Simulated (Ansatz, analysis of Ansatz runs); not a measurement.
# Can an added hole hop between Br atoms in LuBrO (P4/nmm)?

Question: does an added hole stay on the Br atom where it is started in LuBrO (P4/nmm), and if so, how high is the barrier for a hop to another Br site nearby? Model: a cell of 54 host atoms.

Program: Ansatz 0.2.0. Level of theory: plane-wave PAW DFT, PBEsol+U; relaxation of all atoms of a supercell at fixed charge in a uniform background; PAW set soft_1. Results are calculated unless marked as measured.

This is a report of a sequence of runs, with most program output left out.

In doubt: warnings of the run leave room for a lower electronic state (step 3), so energies may not be the lowest and differences between runs may mislead.

## Step 1: The starting structure

The cell holds 54 atoms: 18 Lu, 18 Br and 18 O. Its edges and angles: a = 11.182 Å, b = 11.182 Å, c = 8.542 Å, α = 90.0°, β = 90.0°, γ = 90.0°. It derives from LuBrO (space group P4/nmm). Nearest the centre at fractional (0.500, 0.500, 0.821): Br46 at 1.86 Å, Br28 at 1.86 Å, Lu32 at 2.48 Å, Lu26 at 2.48 Å, O30 at 2.74 Å, Br33 at 3.58 Å, Br27 at 3.58 Å, O47 at 3.80 Å.

Hubbard terms: Br p 8.0 eV. They were chosen, not fitted, to curb self-interaction in the shells named, the trial site's among them. The two sites are Br46 and Br28. The cell's shortest repeat is 8.5 Å.

## Step 2: The cell without the carrier

The neutral cell is relaxed first, from small random displacements, so that bond lengths and moments with the carrier can be set beside those of a relaxed cell without it.

File neutral.relax/input.yaml:

```yaml
crystal:
  lattice:
    - [11.18182404, 0.0, 0.0]
    - [0.0, 11.18182404, 0.0]
    - [0.0, 0.0, 8.54164716]
  atoms:
    - { symbol: Lu, position: [0.0, 0.166667, 0.370273] }
    - { symbol: Lu, position: [0.166667, 0.0, 0.629727] }
    - { symbol: Br, position: [0.166667, 0.0, 0.178949] }
    - { symbol: Br, position: [0.0, 0.166667, 0.821051] }
    - { symbol: O, position: [0.0, 0.0, 0.5] }
    - { symbol: O, position: [0.166667, 0.166667, 0.5] }
    - { symbol: Lu, position: [0.0, 0.5, 0.370273] }
    - { symbol: Lu, position: [0.166667, 0.333333, 0.629727] }
[... 42 atom lines left out ...]
    - { symbol: Br, position: [0.833333, 0.666667, 0.178949] }
    - { symbol: Br, position: [0.666667, 0.833333, 0.821051] }
    - { symbol: O, position: [0.666667, 0.666667, 0.5] }
    - { symbol: O, position: [0.833333, 0.833333, 0.5] }
basis:
  ecutwfc: 420
  xc_grid: 2
hamiltonian:
  xc: pbesol
  hubbard:
    sites: [{ species: Br, l: p, u_eff: 8.0 }]
    projectors: ortho-atomic
  pseudopotentials: { kind: paw, azcp: { folder: soft_1 }, xc_functional: pbe }
kpoints:
  mp_grid: { grid: [1, 1, 1] }
scf:
  occupations: { method: fermi_dirac, width: 0.01 }
  max_iter: 120
  lower_state_search: "off"
output:
  forces: true
relax:
  f_tol: 0.02
  max_steps: 70
  random_displacement: { amplitude: 0.04, seed: 2038 }
checkpoint:
  write: "../neutral.relax.run"
  compress: false
  write_wavefunctions: true
  write_every: 100000
```

Launch:

```
> ansatz run input.yaml --threads 8 --pin off --max-ram 17899MiB --backend cpu --events-out ev --progress --plain --runs-dir out
```

Elapsed: 32 s, on 8 threads of Arm Neoverse V2, shared host; peak memory 1.6 GiB.

The largest displacement from an ideal site is 0.021 Å.

## Step 3: The hole on the first site

The nearest neighbour or neighbours of the site start displaced and the site's starting moment is changed by the carrier's spin, since a carrier doesn't trap itself in the undistorted lattice.

File A.relax/input.yaml:

```yaml
crystal:
  lattice:
    - [11.18182404, 0.0, 0.0]
    - [0.0, 11.18182404, 0.0]
    - [0.0, 0.0, 8.54164716]
  atoms:
    - { symbol: Lu, position: [0.000428, 0.166733, 0.370315] }
    - { symbol: Lu, position: [0.167123, 7.6e-05, 0.629134] }
    - { symbol: Br, position: [0.167046, 0.000475, 0.176465] }
    - { symbol: Br, position: [0.000269, 0.166604, 0.823043] }
    - { symbol: O, position: [0.000386, 8.0e-05, 0.499757] }
    - { symbol: O, position: [0.167024, 0.166796, 0.49961] }
    - { symbol: Lu, position: [0.000417, 0.500203, 0.370359] }
    - { symbol: Lu, position: [0.167057, 0.333379, 0.629026] }
[... 42 atom lines left out ...]
    - { symbol: Br, position: [0.834077, 0.666966, 0.176633] }
    - { symbol: Br, position: [0.667193, 0.833207, 0.822429] }
    - { symbol: O, position: [0.66702, 0.679208, 0.475239] }
    - { symbol: O, position: [0.83365, 0.833374, 0.499553] }
total_charge: 1
basis:
  ecutwfc: 420
  xc_grid: 2
hamiltonian:
  xc: pbesol
  hubbard:
    sites: [{ species: Br, l: p, u_eff: 8.0 }]
    projectors: ortho-atomic
  pseudopotentials: { kind: paw, azcp: { folder: soft_1 }, xc_functional: pbe }
kpoints:
  mp_grid: { grid: [1, 1, 1] }
magnetization:
  spin_polarized: true
  initial_magnetization: 1
  spin_locking: { lock_magnetization: hard }
scf:
  occupations: { method: fermi_dirac, width: 0.01 }
  max_iter: 120
  lower_state_search: "off"
output:
  forces: true
relax:
  f_tol: 0.015
  max_steps: 70
  escape_saddle: false
checkpoint:
  write: "../A.relax.run"
  compress: false
  write_wavefunctions: true
  write_every: 100000
```

Run time: 6.1 min. Hardware: 8 threads; peak memory 2.6 GiB.

Step by step:

```csv
step,energy less that of the first step (eV),largest force component (eV/Å)
1,0.0000,3.4689
2,-2.8109,1.2108
3,-3.5598,0.5445
4,-3.6912,0.3483
5,-3.7783,0.1028
6,-3.7873,0.0448
7,-3.7882,0.0120
```

The atoms that moved most (Å):

```
atom      dx      dy     dz  length
Br46   0.000   0.002  0.688   0.688
 O48  -0.144   0.000  0.244   0.283
 O30   0.143   0.001  0.244   0.283
 O53   0.000  -0.137  0.234   0.271
 O47   0.000   0.137  0.234   0.271
Br28   0.179   0.008  0.006   0.179
Br10  -0.170  -0.005  0.008   0.171
Lu26   0.103   0.090  0.075   0.156
```

The moves above count from the input, in which the site's nearest neighbours were already displaced; the distances below compare with the cell without the carrier.

Distances from Br46 without and with the hole:

| atom | without (Å) | with (Å) |
| --- | --- | --- |
| Lu26 | 3.11 | 3.62 |
| Lu32 | 3.11 | 3.63 |
| Lu44 | 3.11 | 3.63 |
| Lu50 | 3.11 | 3.62 |
| O47 | 3.33 | 3.90 |
| O30 | 3.33 | 3.88 |
| O53 | 3.33 | 3.90 |
| O48 | 3.33 | 3.89 |
| Br33 | 4.01 | 3.51 |
| Br45 | 4.01 | 3.51 |

The largest changes of the moments are 0.87 μB on Br46, 0.01 μB on Br10 and 0.01 μB on Br28. The largest part sits on the chosen site.

## Step 4: The hole on the second site

The same start is made on the second site, to get the end of the hop.

File B.relax/input.yaml:

```yaml
crystal:
  lattice:
    - [11.18182404, 0.0, 0.0]
    - [0.0, 11.18182404, 0.0]
    - [0.0, 0.0, 8.54164716]
  atoms:
    - { symbol: Lu, position: [0.000428, 0.166733, 0.370315] }
    - { symbol: Lu, position: [0.167123, 7.6e-05, 0.629134] }
[... 23 atom lines left out ...]
    - { symbol: Lu, position: [0.513785, 0.320049, 0.613414] }
[... 1 atom line left out ...]
    - { symbol: Br, position: [0.333186, 0.500006, 0.822796], spin: 1.0 }
[... 1 atom line left out ...]
    - { symbol: O, position: [0.512982, 0.499996, 0.475378] }
[... 1 atom line left out ...]
    - { symbol: Lu, position: [0.513851, 0.680193, 0.613334] }
    - { symbol: Br, position: [0.500505, 0.666323, 0.176495] }
[... 12 atom lines left out ...]
    - { symbol: Br, position: [0.666868, 0.499902, 0.822668] }
[... 7 atom lines left out ...]
    - { symbol: O, position: [0.83365, 0.833374, 0.499553] }
total_charge: 1
basis:
  ecutwfc: 420
  xc_grid: 2
hamiltonian:
  xc: pbesol
  hubbard:
    sites: [{ species: Br, l: p, u_eff: 8.0 }]
    projectors: ortho-atomic
  pseudopotentials: { kind: paw, azcp: { folder: soft_1 }, xc_functional: pbe }
kpoints:
  mp_grid: { grid: [1, 1, 1] }
magnetization:
  spin_polarized: true
  initial_magnetization: 1
  spin_locking: { lock_magnetization: hard }
scf:
  occupations: { method: fermi_dirac, width: 0.01 }
  max_iter: 120
  lower_state_search: "off"
output:
  forces: true
relax:
  f_tol: 0.015
  max_steps: 70
  escape_saddle: false
checkpoint:
  write: "../B.relax.run"
  compress: false
  write_wavefunctions: true
  write_every: 100000
```

Elapsed: 4.8 min, on 8 threads; peak memory 2.7 GiB; 37 min of CPU time.

Distances from Br28 without and with the hole:

```
atom  without (Å)  with (Å)
Lu14         3.11      3.62
 Lu8         3.11      3.63
Lu26         3.12      3.62
Lu32         3.12      3.63
 O12         3.33      3.89
 O35         3.33      3.90
 O29         3.33      3.90
 O30         3.33      3.89
 Br9         4.01      3.50
Br33         4.01      3.51
```

The largest changes of the moments are 0.87 μB on Br28, 0.01 μB on Br46 and 0.01 μB on Br10. The largest part sits on the chosen site.

## Step 5: Points on the line between the two structures

All atoms move on the straight line between the two relaxed structures, 9.99 amu^1/2 Å long in mass-weighted terms. Each point starts from the state of the point before, once from either end, so that both localised states can be followed; the midpoint is also started with the carrier shared.

File A.x0500/input.yaml:

```yaml
crystal:
  lattice:
    - [11.18182404, 0.0, 0.0]
    - [0.0, 11.18182404, 0.0]
    - [0.0, 0.0, 8.54164716]
  atoms:
    - { symbol: Lu, position: [0.000334, 0.165269, 0.360451] }
    - { symbol: Lu, position: [0.166339, 0.000122, 0.622702] }
[... 23 atom lines left out ...]
    - { symbol: Lu, position: [0.500343, 0.328109, 0.622279] }
[... 1 atom line left out ...]
    - { symbol: Br, position: [0.341369, 0.500414, 0.863479] }
[... 1 atom line left out ...]
    - { symbol: O, position: [0.500364, 0.500084, 0.503927] }
[... 1 atom line left out ...]
    - { symbol: Lu, position: [0.500424, 0.672407, 0.621177] }
    - { symbol: Br, position: [0.500269, 0.665644, 0.175984] }
[... 12 atom lines left out ...]
    - { symbol: Br, position: [0.659336, 0.500556, 0.863306], spin: 1.0 }
[... 7 atom lines left out ...]
    - { symbol: O, position: [0.834204, 0.834391, 0.492034] }
total_charge: 1
basis:
  ecutwfc: 420
  xc_grid: 2
hamiltonian:
  xc: pbesol
  hubbard:
    sites: [{ species: Br, l: p, u_eff: 8.0 }]
    projectors: ortho-atomic
  pseudopotentials: { kind: paw, azcp: { folder: soft_1 }, xc_functional: pbe }
kpoints:
  mp_grid: { grid: [1, 1, 1] }
magnetization:
  spin_polarized: true
  initial_magnetization: 1
  spin_locking: { lock_magnetization: hard }
scf:
  occupations: { method: fermi_dirac, width: 0.01 }
  max_iter: 120
  lower_state_search: "off"
output:
  forces: true
  eigenvalues: true
  eigenstates: { localisation: true }
  write_density: true
  write_potential: true
  volumetric_format: npy
checkpoint:
  read: "../A.x0375.run"
  write: "../A.x0500.run"
  compress: false
  write_wavefunctions: true
  write_every: 100000
```

Elapsed: 60 s, on 8 threads; peak memory 2.6 GiB.

From eigenstates.tsv, first k-point; energies on the run's zero. The participation number counts the atoms that a state is spread over, of 54; bands count from 0.

| spin | band | energy (eV) | occupation | participation | largest share on | share |
| --- | --- | --- | --- | --- | --- | --- |
| down | 335 | 6.633 | 1.00 | 26.9 | O23 | 0.08 |
| down | 336 | 6.640 | 1.00 | 26.9 | O23 | 0.09 |
| down | 337 | 6.708 | 1.00 | 21.9 | O5 | 0.09 |
| down | 338 | 6.716 | 1.00 | 21.5 | O12 | 0.10 |
| down | 339 | 6.718 | 1.00 | 23.8 | O12 | 0.07 |
| down | 340 | 6.734 | 1.00 | 22.0 | O5 | 0.09 |
| down | 341 | 9.042 | 0.00 | 1.7 | Br46 | 0.77 |
| down | 342 | 11.984 | 0.00 | 25.0 | Br46 | 0.09 |
| down | 343 | 12.116 | 0.00 | 21.3 | Lu43 | 0.16 |
| down | 344 | 12.238 | 0.00 | 14.5 | Lu50 | 0.14 |
| down | 345 | 12.361 | 0.00 | 27.8 | Lu25 | 0.08 |
| up | 336 | 6.638 | 1.00 | 26.9 | O23 | 0.08 |
| up | 337 | 6.639 | 1.00 | 26.7 | O23 | 0.09 |
| up | 338 | 6.707 | 1.00 | 22.0 | O5 | 0.09 |
| up | 339 | 6.715 | 1.00 | 21.5 | O12 | 0.10 |
| up | 340 | 6.717 | 1.00 | 23.5 | O12 | 0.07 |
| up | 341 | 6.733 | 1.00 | 21.7 | O5 | 0.09 |
| up | 342 | 11.928 | 0.00 | 22.5 | Br46 | 0.10 |
| up | 343 | 12.108 | 0.00 | 22.7 | Lu43 | 0.15 |
| up | 344 | 12.200 | 0.00 | 14.1 | Lu50 | 0.15 |
| up | 345 | 12.357 | 0.00 | 28.5 | Lu49 | 0.08 |
| up | 346 | 12.415 | 0.00 | 31.5 | Lu37 | 0.08 |

Under PBEsol+U (8 eV) at the zone centre alone, the highest filled state is spin down, spread over 22 of 54 atoms, and the lowest empty one, 2.31 eV above it, is spin down, spread over 2 of 54 atoms.

The largest moments in the atoms' spheres: Br46 0.83, Br28 0.03, Br10 0.02, O48 0.00, O30 0.00, O42 0.00 μB.

Spin density in the ac plane at fractional y = 0.500, through the centre, with atoms of Lu and Br and O within 0.45 Å of it.

Ten even steps from '0' (-0.02 e/Å³) to '9' (0.39 e/Å³), each cell a mean:
```
0000000000000000012100110000000
0000000000000000125502531000000
0000000000000000149804962000000
0000000000000000138704962000000
0000000000000000124303531000000
0000000000000000011101111000000
0000000000000000000000000000000
0000000000000000000000000000000
0000000000000000000000000000000
0000000000000000000000000000000
0000000000000000000000000000000
0000000000000000000000000000000
0000000000000000000000000000000
0000000000000000000000000000000
0000000000000000000000000000000
0000000000000000000000000000000
0000000000000000000000000000000
0000000000000000000000000000000
0000000000000000000000000000000
0000000000000000000000000000000
0000000000000000000000000000000
0000000000000000000000000000000
0000000000000000000000000000000
```
Columns run along a (11.2 Å), rows up along c (8.5 Å). Atoms in or near the plane, at fractional coordinates: Lu at (0.00, 0.37), Br at (0.00, 0.82), O at (0.17, 0.50), Lu at (0.33, 0.37), Br at (0.34, 0.86), O at (0.50, 0.50), Lu at (0.67, 0.37), Br at (0.66, 0.86), O at (0.83, 0.50).

Valence density in the ac plane at fractional y = 0.500, through the centre, with atoms of Lu and Br and O within 0.45 Å of it. It is the smooth field of the valence electrons, not physical close to the nuclei.

Ten steps, logarithmic in the rise over the least value, from '_' (0 e/Å³) to '@' (41 e/Å³), each cell a mean:
```
..______________....::::..__________....::::..______________..
::::..__________..::::::::..________..::::::::..__________..::
::::::..______..::::__..::::______..::::__..::..________..::::
__::::..______..::::....::::______..::::....::..________..::..
..::::..________..::::::::..________..::::::::..________..::::
::::..__________....::....__________....::....__________..::::
......____________________________________________________....
______________________________________________________________
________......________________....________________....________
______..----::..__________..::----::____________::----::..____
____..::++**==::__________::==++++--..________..--++++==..____
......--++**++::....::....::==**++--....::::....--++**==::....
++==::::--==--::::==**++::::--====::::--++++--::::====--..::++
@@##--....::....==##@@%%==..........::**@@%%**::........::++%%
@@##==..______..==%%@@%%++..________--**@@@@**--________::++@@
##++::__________--++##**--..________::==####==..________..==**
--::..__________..::--::..____________::----..____________..--
______________________________________________________________
______________________________________________________________
______________________________________________________________
______________________________________________________________
______________________________________________________________
______________________________________________________________
```
Columns run along a (11.2 Å), rows up along c (8.5 Å). Atoms in or near the plane, at fractional coordinates: Lu at (0.00, 0.37), Br at (0.00, 0.82), O at (0.17, 0.50), Lu at (0.33, 0.37), Br at (0.34, 0.86), O at (0.50, 0.50), Lu at (0.67, 0.37), Br at (0.66, 0.86), O at (0.83, 0.50).

Electrostatic potential energy in the ac plane at fractional y = 0.500, through the centre, with atoms of Lu and Br and O within 0.45 Å of it. With pseudopotentials it is smooth inside the atoms' cores, unlike the true potential.

Ten even steps from '0' (-60 eV) to '9' (15 eV), each cell a mean:
```
9999999998778999998777899999999
6899999985236899997322589999987
2479999972003899985100379999862
0169999972004899985100379999840
0269999985346899987433689999841
3589999998889999998877899999974
8899999999999999999999999999998
9999999999999999999999999999999
9999999999999999999999999999999
9999767999999986789999998768999
8998434899889853479988996335898
7787424787678853368877886335887
2478656874236875587522577557863
0158988850003788986100268888730
0048999740003789986100168998720
0268999862015899987301378998741
5688999886567899998755789999875
8889999988888999999888899999988
9999999999999999999999999999999
9999999999999999999999999999999
9999999999999999999999999999999
9999999999999999999999999999999
9999999999999999999999999999999
```
Columns run along a (11.2 Å; values clipped at the 3rd and 97th percentile), rows up along c (8.5 Å). Atoms in or near the plane, at fractional coordinates: Lu at (0.00, 0.37), Br at (0.00, 0.82), O at (0.17, 0.50), Lu at (0.33, 0.37), Br at (0.34, 0.86), O at (0.50, 0.50), Lu at (0.67, 0.37), Br at (0.66, 0.86), O at (0.83, 0.50).

Free energies from the first end:

```csv
started from,fraction,energy (eV),moment change on Br46 (μB),on Br28 (μB)
first site,0,0.000,0.87,0.01
first site,0.125,0.031,0.88,0.02
first site,0.25,0.120,0.86,0.02
first site,0.375,0.262,0.85,0.03
first site,0.5,0.454,0.83,0.04
first site,0.625,0.692,0.81,0.04
second site,0.875,0.031,0.02,0.88
second site,0.75,0.119,0.02,0.86
second site,0.625,0.261,0.03,0.85
second site,0.5,0.452,0.03,0.83
second site,0.375,0.689,0.04,0.81
shared,0.5,0.869,0.46,0.46
second site,1,0.000,0.01,0.87
```

## Step 6: Results

```
barrier forward                               : 0.45 eV
barrier backward                              : 0.45 eV
distance of the two sites without the carrier : 3.73 Å
carrier at the midpoint                       : on one site
```

On this line the hole must cross 0.45 eV to hop 3.73 Å; both ends have the same energy within 0.005 eV. At the midpoint the lowest state found keeps the carrier on one site, so the two localised curves cross in a cusp. This suggests weak coupling and a hop slower than the barrier alone implies, though U itself penalises the shared state. With an assumed attempt frequency of 1e13 per second the rate at 300 K would be 3e+05 per second for this barrier, if every crossing succeeded. A straight line need not be the lowest path, so the true barrier at this U can be lower, or higher if the ends can still break their symmetry. No run compares the localised hole with one spread in the band, so its binding is unknown and the barrier may exceed it. Holes in halides commonly bind two halogen atoms into a pair. A U on single atoms favours the one-atom state followed here, and no pair was tried, so these numbers may not belong to the actual polaron. The program's search for lower electronic states was switched off in all runs, so that each state is followed; none is shown to be the lowest at its structure. No image-charge correction is applied; it nearly cancels along the line while the charge stays localised. What this leaves open: sampling at the zone centre alone can move energies of charged and open-shell states by tenths of an eV or more in cells of this size; the images are only 8.5 Å apart; gap and trapping depend on the U chosen (Br p 8.0 eV); spin–orbit coupling, which can matter with heavy atoms, is left out.

[Logs are printed without paths, hosts, clocks, repeated set-up lines and the standing remarks that a program may print on its own settings, such as how far it seeks lower states.]

[Hosts, paths, dates, database ids (printed as entryN), source tags and the programs' standing remarks are cut or masked in the printed files.]
